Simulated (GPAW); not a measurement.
Consider KCaCl3 (Cm).

```cif
data_structure
_symmetry_space_group_name_H-M 'P 1'
_symmetry_Int_Tables_number 1
_cell_length_a 5.4074
_cell_length_b 5.4074
_cell_length_c 5.4065
_cell_angle_alpha 90.004
_cell_angle_beta 90.004
_cell_angle_gamma 90.022
_cell_volume 158.08
loop_
_atom_site_label
_atom_site_type_symbol
_atom_site_fract_x
_atom_site_fract_y
_atom_site_fract_z
_atom_site_occupancy
Ca1 Ca 0.49789 0.49789 0.48521 1
K2 K 0.99805 0.99805 0.99999 1
Cl3 Cl 0.99942 0.49552 0.48278 1
Cl4 Cl 0.50729 0.50729 0.98514 1
Cl5 Cl 0.49552 0.99942 0.48278 1
```

Absorber: atom 2, with 7 Cl at 3.75 to 3.83 Å and 5 Cl at 3.88 to 3.89 Å (distorted cuboctahedral, site symmetry m). Method: GPAW, LDA, full core hole (charged cell), 10-atom cell with 7.6 Å between holes, 3×3×3 k points, dipole transitions, Gaussian full width 0.9 eV up to 4 eV, rising linearly to 3.5 eV at 25 eV.

Question: Where do the maxima of the K K edge fall?

Main maxima up to 30 eV above the zero (height): 4.1 eV (3.36), 5.9 eV (1.31), 12.7 eV (1.63) and 27.4 eV (1.16). A K edge sees empty p states on the absorber. The total-energy difference plus the lowest empty eigenvalue puts the zero at 3612.89 eV. One term is added: -19.73 eV, since the hole is spin-paired here and a spin-polarised one costs that much less in the free atom (computed apart). The photon energy is then 3593.16 eV. The tabulated edge of the element is 3608.4 eV. The functional and the charged cell's background leave an error in such absolute values: in the free atom LDA prices this hole 11.1 eV below PBE (computed apart), and PBE is itself good to a few eV.

The K K spectrum (energy from the lowest empty level; intensity scaled to a mean of 1 over the first 20 eV):

| E (eV) | intensity |
| --- | --- |
| -2.0 | 0.00 |
| -1.5 | 0.00 |
| -1.0 | 0.00 |
| -0.5 | 0.00 |
| 0.0 | 0.01 |
| 0.5 | 0.07 |
| 1.0 | 0.13 |
| 1.5 | 0.05 |
| 2.0 | 0.07 |
| 2.5 | 0.76 |
| 3.0 | 2.16 |
| 3.5 | 2.62 |
| 4.0 | 3.32 |
| 4.5 | 2.64 |
| 5.0 | 1.41 |
| 5.5 | 1.22 |
| 6.0 | 1.30 |
| 6.5 | 1.00 |
| 7.0 | 0.57 |
| 7.5 | 0.26 |
| 8.0 | 0.14 |
| 8.5 | 0.14 |
| 9.0 | 0.20 |
| 9.5 | 0.28 |
| 10.0 | 0.40 |
| 10.5 | 0.58 |
| 11.0 | 0.85 |
| 11.5 | 1.18 |
| 12.0 | 1.47 |
| 12.5 | 1.62 |
| 13.0 | 1.61 |
| 13.5 | 1.51 |
| 14.0 | 1.40 |
| 14.5 | 1.35 |
| 15.0 | 1.35 |
| 15.5 | 1.35 |
| 16.0 | 1.27 |
| 16.5 | 1.12 |
| 17.0 | 0.95 |
| 17.5 | 0.81 |
| 18.0 | 0.70 |
| 18.5 | 0.62 |
| 19.0 | 0.57 |
| 19.5 | 0.55 |
| 20.0 | 0.58 |
| 20.5 | 0.67 |
| 21.0 | 0.78 |
| 21.5 | 0.89 |
| 22.0 | 0.97 |
| 22.5 | 1.02 |
| 23.0 | 1.04 |
| 23.5 | 1.04 |
| 24.0 | 1.04 |
| 24.5 | 1.04 |
| 25.0 | 1.05 |
| 25.5 | 1.07 |
| 26.0 | 1.09 |
| 26.5 | 1.13 |
| 27.0 | 1.15 |
| 27.5 | 1.16 |
| 28.0 | 1.14 |
| 28.5 | 1.09 |
| 29.0 | 1.02 |
| 29.5 | 0.93 |
| 30.0 | 0.84 |
| 30.5 | 0.75 |
| 31.0 | 0.69 |
| 31.5 | 0.65 |
| 32.0 | 0.64 |

The mesh is coarse (0.34 Å⁻¹ between points), so small maxima may be mesh ripples. The structure is a computed Materials Project entry and may be a hypothetical form.

[Banner, clock and machine lines of the logs are left out without a mark of their own.]

[Logs are printed without paths, hosts, clocks, repeated set-up lines and the standing remarks that a program may print on its own settings, such as how far it seeks lower states.]

[Hosts, paths, dates, database ids (printed as entryN), source tags and the programs' standing remarks are cut or masked in the printed files.]

[Lists of maxima count a maximum above −3 eV only where it reaches 4 % of the highest in the window and stands out from its surroundings by 2 % of it (1.5 % where it reaches 55 %); shoulders and weaker maxima are passed over, and of the rest the first, up to two pre-edge ones and the few strongest are named.]
